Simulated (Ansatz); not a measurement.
## InP (F-43m): bands and screening cutoff converge together

Can the band sum of G0W0 be converged at a fixed screening cutoff? A test on InP (F-43m).

Calculated with Ansatz 0.2.0; G0W0 on PBE, plane waves, PAW; PAW set soft_1.

Most raw output is cut from this account.

## (1) Starting point

It takes space group F-43m (No. 216, cubic). Conventional cell: a = 5.869 Å, b = 5.869 Å, c = 5.869 Å, α = 90.00°, β = 90.00°, γ = 90.00°. Nearest to In lie 4 P at 2.54 Å. P has 4 In at 2.54 Å nearest. Farther neighbours are not listed.

Coordinates:

```cif
data_structure
_symmetry_space_group_name_H-M 'P 1'
_symmetry_Int_Tables_number 1
_cell_length_a 4.1498
_cell_length_b 4.1498
_cell_length_c 4.1498
_cell_angle_alpha 60.000
_cell_angle_beta 60.000
_cell_angle_gamma 60.000
_cell_volume 50.53
loop_
_atom_site_label
_atom_site_type_symbol
_atom_site_fract_x
_atom_site_fract_y
_atom_site_fract_z
_atom_site_occupancy
In1 In 0.00000 0.00000 0.00000 1
P2 P 0.25000 0.25000 0.25000 1
```

The cell and positions come from the Crystallography Open Database and are kept as given unless a step says otherwise.

## (2) 40 empty bands, screening to 50 eV

G0W0 replaces the xc potential by the self-energy, built once from these orbitals. Only a window of levels is corrected, while the sums run over the empty bands that the input names. This step takes PAW set soft_1 files.

input.yaml

```yaml
crystal:
  lattice:
    - [0.0, 2.93435, 2.93435]
    - [2.93435, 0.0, 2.93435]
    - [2.93435, 2.93435, 0.0]
  atoms:
    - { symbol: In, position: [0.0, 0.0, 0.0] }
    - { symbol: P, position: [0.25, 0.25, 0.25] }
kpoints:
  mp_grid: { grid: [4, 4, 4] }
hamiltonian:
  xc: pbe
  pseudopotentials: { kind: paw, azcp: { folder: soft_1 } }
scf:
  occupations: { method: fixed }
gw:
  n_empty_bands: 40
  ecut_chi: 50
  qp_bands: [v2, c2]
  qp_kpoints: band_edges
  screening: { model: contour_deformation }
```

Command:

```console
ansatz run input.yaml --threads 3 --pin off --max-ram 92160MiB --backend cuda --events-out ev --progress --plain --runs-dir out --devices 1 --max-vram 13GiB
```

Elapsed: 13 s, on 1 × NVIDIA H100 80GB HBM3 (shared by 6 runs) with 3 threads of AMD EPYC 7R13 (Zen 3), shared host; peak memory 0.98 GiB; 4.4 s of CPU time.

Numbers from this step:

| Quantity | Value |
| --- | --- |
| bands summed | 49 |
| RPA ε∞ on this mesh (eigenvalues) | 47.59, 47.59, 47.59 |
| plane waves in the screening matrix | 51 |
| q-points in the mesh | 64 |
| G0W0 gap on the mesh | 1.177 eV |
| k of the valence top | 0, 0, 0 |
| k of the conduction bottom | 0, 0, 0 |
| starting gap on the mesh | 0.6788 eV |
| Z at the valence top | 0.7392 |
| Z at the conduction bottom | 0.7579 |
| least direct G0W0 gap on the computed points | 1.177 eV |

The gap on the mesh goes from 0.68 eV to 1.18 eV, a correction of +0.50 eV. Between the two edge states, bare exchange in place of the xc potential would open the gap by 5.92 eV, and correlation takes back 5.43 eV.

## (3) 210 empty bands, screening to 50 eV

input.yaml: that of step 2 with these lines changed.

```diff
@@ -16,3 +16,3 @@
 gw:
-  n_empty_bands: 40
+  n_empty_bands: 210
   ecut_chi: 50
```

It took 15 s on 1 × NVIDIA H100 80GB HBM3 (shared by 6 runs) with 3 threads; peak memory 1 GiB; 5.7 s of CPU time.

Numbers from this step:

```
bands summed                                 : 219
RPA ε∞ on this mesh (eigenvalues)            : 47.77, 47.77, 47.77
plane waves in the screening matrix          : 51
G0W0 gap on the mesh                         : 1.144 eV
k of the valence top                         : 0, 0, 0
k of the conduction bottom                   : 0, 0, 0
starting gap on the mesh                     : 0.6788 eV
least direct G0W0 gap on the computed points : 1.144 eV
```

Against the run with 4×4×4 mesh, 40 empty bands, screening to 50 eV, PAW set soft_1 files, the gap moves by −0.03 eV.

## (4) 114 empty bands, screening to 100 eV

Bands and screening cutoff are moved together, since each hides the error of the other.

input.yaml: that of step 3 with these lines changed.

```diff
@@ -16,4 +16,4 @@
 gw:
-  n_empty_bands: 210
-  ecut_chi: 50
+  n_empty_bands: 114
+  ecut_chi: 100
   qp_bands: [v2, c2]
```

Elapsed: 13 s, on 1 × NVIDIA H100 80GB HBM3 (shared by 6 runs) with 3 threads; peak memory 1 GiB; 5.5 s of CPU time.

The G0W0 gap on the mesh is 1.176 eV.

## (5) 596 empty bands, screening to 100 eV

input.yaml: that of step 4 with these lines changed.

```diff
@@ -16,3 +16,3 @@
 gw:
-  n_empty_bands: 114
+  n_empty_bands: 596
   ecut_chi: 100
```

It took 17 s on 1 × NVIDIA H100 80GB HBM3 (shared by 6 runs) with 3 threads; peak memory 1.3 GiB.

The G0W0 gap on the mesh is 1.145 eV.

## (6) 40 empty bands, screening to 150 eV

input.yaml: that of step 5 with these lines changed.

```diff
@@ -16,4 +16,4 @@
 gw:
-  n_empty_bands: 596
-  ecut_chi: 100
+  n_empty_bands: 40
+  ecut_chi: 150
   qp_bands: [v2, c2]
```

Wall time 14 s (1 × NVIDIA H100 80GB HBM3 (shared by 6 runs) with 3 threads); peak memory 1 GiB.

The G0W0 gap on the mesh is 1.175 eV.

## (7) 210 empty bands, screening to 150 eV

input.yaml: that of step 6 with these lines changed.

```diff
@@ -16,3 +16,3 @@
 gw:
-  n_empty_bands: 40
+  n_empty_bands: 210
   ecut_chi: 150
```

The job ended after 12 s (1 × NVIDIA H100 80GB HBM3 (shared by 6 runs) with 3 threads; peak memory 1.1 GiB; 6.7 s of CPU time).

The G0W0 gap on the mesh is 1.154 eV.

## (8) 374 empty bands, screening to 220 eV

input.yaml: that of step 7 with these lines changed.

```diff
@@ -16,4 +16,4 @@
 gw:
-  n_empty_bands: 210
-  ecut_chi: 150
+  n_empty_bands: 374
+  ecut_chi: 220
   qp_bands: [v2, c2]
```

Wall time 18 s (1 × NVIDIA H100 80GB HBM3 (shared by 6 runs) with 3 threads); peak memory 1.3 GiB; 12 s of CPU time.

The G0W0 gap on the mesh is 1.137 eV.

## (9) 114 empty bands, screening to 300 eV

input.yaml: that of step 8 with these lines changed.

```diff
@@ -16,4 +16,4 @@
 gw:
-  n_empty_bands: 374
-  ecut_chi: 220
+  n_empty_bands: 114
+  ecut_chi: 300
   qp_bands: [v2, c2]
```

It took 16 s on 1 × NVIDIA H100 80GB HBM3 (shared by 6 runs) with 3 threads; peak memory 1.5 GiB; 6.6 s of CPU time.

The G0W0 gap on the mesh is 1.189 eV.

## (10) 596 empty bands, screening to 300 eV

input.yaml: that of step 9 with these lines changed.

```diff
@@ -16,3 +16,3 @@
 gw:
-  n_empty_bands: 114
+  n_empty_bands: 596
   ecut_chi: 300
```

It took 15 s on 1 × NVIDIA H100 80GB HBM3 (shared by 6 runs) with 3 threads; peak memory 1.6 GiB.

The G0W0 gap on the mesh is 1.135 eV.

## (11) The grid

Start PBE, 4×4×4 mesh. Times are wall times on 1 × NVIDIA H100 80GB HBM3 (shared by 6 runs) with 3 threads of AMD EPYC 7R13 (Zen 3), shared host, good to a factor of about two.

| cutoff (eV) | plane waves at q = 0 | bands summed | gap (eV) | Σc valence (eV) | Σc conduction (eV) | time |
| --- | --- | --- | --- | --- | --- | --- |
| 50 | 51 | 49 | 1.177 | 1.87 | -3.56 | 13 s |
| 50 | 51 | 219 | 1.144 | 1.66 | -3.80 | 15 s |
| 100 | 113 | 123 | 1.176 | 1.49 | -3.93 | 13 s |
| 100 | 113 | 605 | 1.145 | 1.40 | -4.05 | 17 s |
| 150 | 181 | 49 | 1.175 | 1.78 | -3.65 | 14 s |
| 150 | 181 | 219 | 1.154 | 1.35 | -4.09 | 12 s |
| 220 | 339 | 383 | 1.137 | 1.28 | -4.18 | 18 s |
| 300 | 609 | 123 | 1.189 | 1.44 | -3.97 | 16 s |
| 300 | 609 | 605 | 1.135 | 1.25 | -4.21 | 15 s |

## (12) Summary of results

| Quantity | Value |
| --- | --- |
| 49 bands, 50 eV | 1.177 eV |
| 219 bands, 50 eV | 1.144 eV |
| 123 bands, 100 eV | 1.176 eV |
| 605 bands, 100 eV | 1.145 eV |
| 49 bands, 150 eV | 1.175 eV |
| 219 bands, 150 eV | 1.154 eV |
| 383 bands, 220 eV | 1.137 eV |
| 123 bands, 300 eV | 1.189 eV |
| 605 bands, 300 eV | 1.135 eV |
| estimated limit along the diagonal | 1.13 eV |
| mesh and start | 4×4×4, PBE |

**Reading.** At 50 eV, going from 49 to 219 bands moves the gap by −0.03 eV. At 100 eV, going from 123 to 605 bands moves the gap by −0.03 eV. At 150 eV, going from 49 to 219 bands moves the gap by −0.02 eV. At 300 eV, going from 123 to 605 bands moves the gap by −0.05 eV. At 49 bands, raising the cutoff from 50 to 150 eV moves it by −0.002 eV. At 219 bands, raising the cutoff from 50 to 150 eV moves it by +0.01 eV. At 123 bands, raising the cutoff from 100 to 300 eV moves it by +0.01 eV. At 605 bands, raising the cutoff from 100 to 300 eV moves it by −0.01 eV. Along the diagonal, where both rise together, the two highest rungs point to 1.13 eV. Gaps are over the mesh's points; an edge off the mesh would be missed. A low cutoff hides what high bands add, so a band series at one cutoff can look settled before the gap is. The 4×4×4 mesh is coarse for this cell (its supercell is 17 Å along the shortest edge). The RPA ε∞ on it, from the PBE start, is 47.13; such meshes misread the long-range screening, most where the gap is narrow. The RPA ε∞ on this mesh reaches over 25; with a narrow direct gap a coarse mesh can overstate it, and the correction is then too small. The many-body steps are scalar-relativistic: spin-orbit coupling is not in them.

[Paths, hosts, dates, memory and timing lines, banners, echoed tables and standing remarks are left out of the program output.]

[Logs are printed without paths, hosts, clocks, repeated set-up lines and the standing remarks that a program may print on its own settings, such as how far it seeks lower states.]

[Runs of the session that timed out or met a known fault of the program may be left out.]

[Cells called generated may have been cut or substituted from an entry of the Crystallography Open Database or the Materials Project.]

[Hosts, paths, dates, database ids (printed as entryN), source tags and the programs' standing remarks are cut or masked in the printed files.]
